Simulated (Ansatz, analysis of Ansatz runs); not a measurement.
# Reproducing a measured local vibrational mode: Be-H pair in corundum, part 2 of 2

How near does this set-up come to the measured local vibrational mode? Subject: Be-H pair in corundum. Set-up: PBE, 80-site cell, PBE lattice, 420 eV, k: the single point 1/4 1/4 1/4, anharmonic cut along the mode. The model is a cell of 80 host atoms with Be put on another atom's site and H put in between. The frequencies come from force constants among the defect atom and its neighbours, with the masses of the isotopes named.

Ansatz 0.2.0; PBE, 80-site cell, PBE lattice, 420 eV, k: the single point 1/4 1/4 1/4, anharmonic cut along the mode.

So far. Step 2 (Relaxation, charge 0): Neighbours of the added atoms: H81: O15 1.04, O19 1.51, Be4 2.06 Å.

## Step 3: Local vibrational modes

A local mode lives on the defect and the atoms next to it, so only the sites listed in the input are displaced, which costs far fewer SCF runs than the whole cell would.

This step: plane-wave PAW DFT, PBE; finite-displacement force constants among the atoms nearest to a defect, the others at rest.

modes/input.yaml reads:

```yaml
crystal:
  lattice:
    - [4.80871308, 2.77631179, 8.74900355]
    - [-4.80871308, 2.77631179, 8.74900355]
    - [0.0, -5.55262359, 8.74900355]
  atoms:
    - { symbol: Al, position: [0.175796781, 0.174093815, 0.180261289] }
    - { symbol: Al, position: [0.071234942, 0.075289672, 0.077067938] }
[... 1 atom line left out ...]
    - { symbol: Be, position: [0.496251545, 0.427825616, 0.374709785] }
[... 8 atom lines left out ...]
    - { symbol: Al, position: [0.323691962, 0.322437746, 0.832094904] }
[... 1 atom line left out ...]
    - { symbol: O, position: [0.278705147, 0.45042011, 0.631188438] }
[... 3 atom lines left out ...]
    - { symbol: O, position: [0.365552388, 0.220866265, 0.540211388] }
[... 6 atom lines left out ...]
    - { symbol: O, position: [0.12557185, 0.774782279, 0.475575628] }
    - { symbol: O, position: [0.477420803, 0.622187498, 0.277588252] }
    - { symbol: O, position: [0.208365996, 0.533783437, 0.373937459] }
[... 2 atom lines left out ...]
    - { symbol: Al, position: [0.168298408, 0.684068034, 0.679904193] }
    - { symbol: Al, position: [0.07483167, 0.575311882, 0.568020719] }
[... 6 atom lines left out ...]
    - { symbol: O, position: [0.371591468, 0.718194661, 0.531875656] }
[... 6 atom lines left out ...]
    - { symbol: O, position: [0.626505648, 0.281909235, 0.467755881] }
[... 34 atom lines left out ...]
    - { symbol: H, position: [0.313548348, 0.351502102, 0.60127586] }
basis:
  ecutwfc: 420
  xc_grid: 2
hamiltonian:
  xc: pbe
kpoints:
  mp_grid: { grid: [1, 1, 1], shift: [0.25, 0.25, 0.25] }
scf:
  occupations: { method: fermi_dirac, width: 0.01 }
  max_iter: 120
output: {}
checkpoint:
  read: "../relax.run"
phonons:
  supercell: [1, 1, 1]
  displaced_sites: [3, 14, 18, 31, 80]
```

Launch:

```console
> ansatz run input.yaml --threads 2 --pin off --max-ram 3768MiB --backend cpu --events-out ev --progress --plain --runs-dir out
```

Numbers of over 12 decimals in the logs are rounded to 6 here.

Log:

```text
[...]
Crystal: 81 atoms, lattice volume = 700.821 Å³
Basis set: ecut = 420 eV, 13757 PW (Γ), exchange–correlation on 144×144×144 points (8 copies of the dense FFT grid, shifted against one another)
Bands: 273, of which v1, the nominal top of the filled ones, is band 192 counted from 1 (191 counted from 0)
Symmetry: 1 space group operations
k-points: 1
[...]
SCF iter   5: F=-44125.446800 eV  HF=-44125.446800 eV  |F-HF|=0.00e0  |Δ(HF+E_count)|=  1.46e-11  Δρ=3.44e-8  dr2=1.11e-11  ethr=1.00e-12  ⟨swp⟩=4.0  Hψ=805  notcnv=0
SCF 1 converged in 5 iterations: F = -44125.446800 eV  dr2 = 1.11e-11
[...]
SCF 2 converged in 8 iterations: F = -44125.446734 eV  dr2 = 2.64e-12
[...]
SCF 3 converged in 5 iterations: F = -44125.446740 eV  dr2 = 1.65e-12
[...]
symmetry images taken by strict's conditions (phonons.symmetry_images: auto; settled by no image being taken that strict refuses)
  force constants formed among 5 of 81 sites (Be 3, O 14, O 18, Al 31, H 80); the other 76 at rest. The modes move the named sites alone.
  the frequencies, the zero-point energy and the sums are of the block with the acoustic sum rule laid on its rows. Row sums over every site: 1.6e-4 eV/Å² at the most
  transpose residual: 1.8e-4 eV/Å²
  largest component of a force at the reference: 6.1e-3 eV/Å on a named site, 6.2e-3 eV/Å on a site at rest
  frequencies among the named sites at Γ of the cell (cm⁻¹): 297.33 344.77 384.66 399.50 428.20 457.98 494.10 507.52 541.31 592.85 620.74 774.88 1156.66 1243.92 2345.53
  unstable modes among the named sites: 0
  frequencies as built, with no sum rule (cm⁻¹): 297.33 344.76 384.66 399.50 428.20 457.98 494.10 507.52 541.30 592.85 620.74 774.88 1156.66 1243.92 2345.54
  zero-point energy: 0.656493 eV/cell   skipped modes (ω ≤ 0): 0
  not written: the harmonic force-constant file, the file of eigenvectors (these modes' are written with the force constants), the density of states and the dispersion, which are of every site
[key lines of the parts left out:]
SCF converged after 5 iterations
Free energy (F): -44125.446800 eV
Fermi energy:    10.470741 eV
```

It took 5 min on 2 threads of Intel Xeon 6975P-C (Granite Rapids), shared host; peak memory 1.4 GiB.

Numbers from this step:

```yaml
free_energy: -44125.4468 eV
```

The modes with the largest weight on the probed atoms (the light atom of a pair), for the masses of each isotope. Modes of the displaced atoms (local only where they lie over the host's phonons):

```
isotopes  mode (cm⁻¹)  share of the defect atoms
       H         2346                      0.925
       H         1244                      0.966
       H         1157                      0.948
       D         1722                      0.852
       D        899.8                      0.877
       D        853.6                      0.707
```

## Step 4: Point 1 along the mode

A light atom samples the curved part of its well, so the energy is mapped along the mode and the one-dimensional Schrödinger equation solved on it.

This step: plane-wave PAW DFT, PBE; single point of a defect supercell.

cut0/input.yaml reads:

```yaml
crystal:
  lattice:
    - [4.80871308, 2.77631179, 8.74900355]
    - [-4.80871308, 2.77631179, 8.74900355]
    - [0.0, -5.55262359, 8.74900355]
  atoms:
    - { symbol: Al, position: [0.175796781, 0.174093815, 0.180261289] }
    - { symbol: Al, position: [0.071234942, 0.075289672, 0.077067938] }
[... 1 atom line left out ...]
    - { symbol: Be, position: [0.496088437, 0.428142912, 0.374873347] }
[... 8 atom lines left out ...]
    - { symbol: Al, position: [0.323691962, 0.322437746, 0.832094904] }
[... 1 atom line left out ...]
    - { symbol: O, position: [0.279501988, 0.448160484, 0.63047498] }
[... 3 atom lines left out ...]
    - { symbol: O, position: [0.36541182, 0.221142121, 0.540462181] }
[... 6 atom lines left out ...]
    - { symbol: O, position: [0.12557185, 0.774782279, 0.475575628] }
    - { symbol: O, position: [0.477420803, 0.622187498, 0.277588252] }
    - { symbol: O, position: [0.208365996, 0.533783437, 0.373937459] }
[... 2 atom lines left out ...]
    - { symbol: Al, position: [0.168298408, 0.684068034, 0.679904193] }
    - { symbol: Al, position: [0.075002269, 0.575223946, 0.568083339] }
[... 6 atom lines left out ...]
    - { symbol: O, position: [0.371591468, 0.718194661, 0.531875656] }
[... 6 atom lines left out ...]
    - { symbol: O, position: [0.626505648, 0.281909235, 0.467755881] }
[... 34 atom lines left out ...]
    - { symbol: H, position: [0.301466544, 0.385464936, 0.609517328] }
basis:
  ecutwfc: 420
  xc_grid: 2
hamiltonian:
  xc: pbe
kpoints:
  mp_grid: { grid: [1, 1, 1], shift: [0.25, 0.25, 0.25] }
scf:
  occupations: { method: fermi_dirac, width: 0.01 }
  max_iter: 120
output:
  forces: true
checkpoint:
  read: "../relax.run"
```

Log:

```text
[...]
Warning: checkpoint.read: the run can stay near the saved state's solution: 5 site(s) moved relative to the saved geometry (max |Δs| = 3.396e-2 fractional); [...]
[...]
Crystal: 81 atoms, lattice volume = 700.821 Å³
Basis set: ecut = 420 eV, 13757 PW (Γ), exchange–correlation on 144×144×144 points (8 copies of the dense FFT grid, shifted against one another)
Bands: 273, of which v1, the nominal top of the filled ones, is band 192 counted from 1 (191 counted from 0)
Symmetry: 1 space group operations
[...]
k-points: 1
[...]
SCF iter   3: F=—  HF=-44120.527889 eV  |F-HF|=—  |Δ(HF+E_count)|=   3.88e-2  Δρ=2.95e-3  dr2=2.11e-2  ethr=3.77e-5  ⟨swp⟩=3.0  Hψ=540  notcnv=0  defer=26
automatic band count: iteration 3 solves 222 bands in place of 273: the levels show a gap, and the empty bands left out lie too high to hold charge; the band table lists the bands solved (type scf.n_extra_bands for more)
[...]
Internal energy: -44120.522385 eV  (E = F + TS)
E sigma→0 (E₀):  -44120.522385 eV
Fermi energy:    10.495569 eV
[...]
--- Forces (eV/Å), atoms counted from 1 ---
  atom   1  Al     0.02033418    -0.03856085     0.03421925
  atom   2  Al     0.03626017     0.00676675    -0.08604103
  [... 1 atom left out ...]
  atom   4  Be     0.29589332     0.01229690    -0.37493335
  [... 8 atoms left out ...]
  atom  13  Al     0.34828969    -0.41615520     0.30074176
  [... 1 atom left out ...]
  atom  15  O    -27.72790116    -0.36582770    36.71994939
  [... 3 atoms left out ...]
  atom  19  O      0.27386184     0.18553881    -0.49419120
  [... 7 atoms left out ...]
  atom  27  O     -0.04943195    -0.08558079     0.03386352
  atom  28  O     -0.11086521    -0.03062755     0.15946963
  [... 2 atoms left out ...]
  atom  31  Al    -0.38836797     0.04768009     0.31749967
  atom  32  Al    -0.48744186     0.04591441    -0.49627148
  [... 13 atoms left out ...]
  atom  46  O     -0.04889932     0.03663983     0.14435540
  [... 34 atoms left out ...]
  atom  81  H     27.75231287     0.22785397   -36.41196579
  max |Σ_I F_I| component: 5.56e-5 eV/Å
[key lines of the parts left out:]
SCF converged after 9 iterations
Free energy (F): -44120.522385 eV
```

Wall time 13 s (2 threads); peak memory 1.3 GiB.

Numbers from this step:

```
free energy : -44120.5224 eV
```

The other runs of this kind differ in structure, charge or spin alone:

```
                   run    outcome  energy less the first (eV)  moment (μB)   time
point 1 along the mode  converged                      0.0000         0.00   13 s
point 2 along the mode  converged                     -3.0879         0.00   11 s
point 3 along the mode  converged                     -4.2953         0.00   10 s
point 4 along the mode  converged                     -4.8105         0.00  9.9 s
point 5 along the mode  converged                     -4.8665         0.00  9.8 s
point 6 along the mode  converged                     -4.7625         0.00   11 s
point 7 along the mode  converged                     -4.6770         0.00   10 s
point 8 along the mode  converged                     -4.6086         0.00   11 s
point 9 along the mode  converged                     -4.5435         0.00   11 s
```

## Step 5: Anharmonic fundamental

Analysis of the runs above: one-dimensional Schroedinger equation on a polynomial through PBE energies along the local mode.

It gives:

```
stretch          : 1811 cm⁻¹
stretch harmonic : 2346 cm⁻¹
```

Table of energy by normal coordinate:

```csv
normal coordinate (amu½ Å),energy (eV)
-0.360,4.92
-0.264,1.84
-0.180,0.629
-0.090,0.114
0.000,0
0.090,0.0579
0.180,0.162
0.264,0.247
0.360,0.316
0.456,0.381
```

## Step 6: What came out

```json
{"distance from the defect atom to its nearest neighbour": "1.044 Å", "O-H stretch, 1H": "1811 cm⁻¹", "time of the whole chain": "10 min on 2 threads"}
```

In words: O-H stretch, 1H: computed 1811 cm⁻¹, measured 3060 cm⁻¹; 1249 cm⁻¹ (41 %) below the measurement. The anharmonic cut moves the O-H stretch, 1H from 2346 to 1811 cm⁻¹; a straight cut leaves out the coupling to the other modes. All levels end far under the measured line with a strong hydrogen bond: the site modelled is probably not the measured one. Only the named neighbours move, so modes near the host's band are approximate.

[Logs are printed without paths, hosts, clocks, repeated set-up lines and the standing remarks that a program may print on its own settings, such as how far it seeks lower states.]

[Hosts, paths, dates, database ids (printed as entryN), source tags and the programs' standing remarks are cut or masked in the printed files.]

[For some hosts the program warned that the k-mesh of the response run may be too coarse for force constants and the static dielectric constant; such warnings are not shown here.]
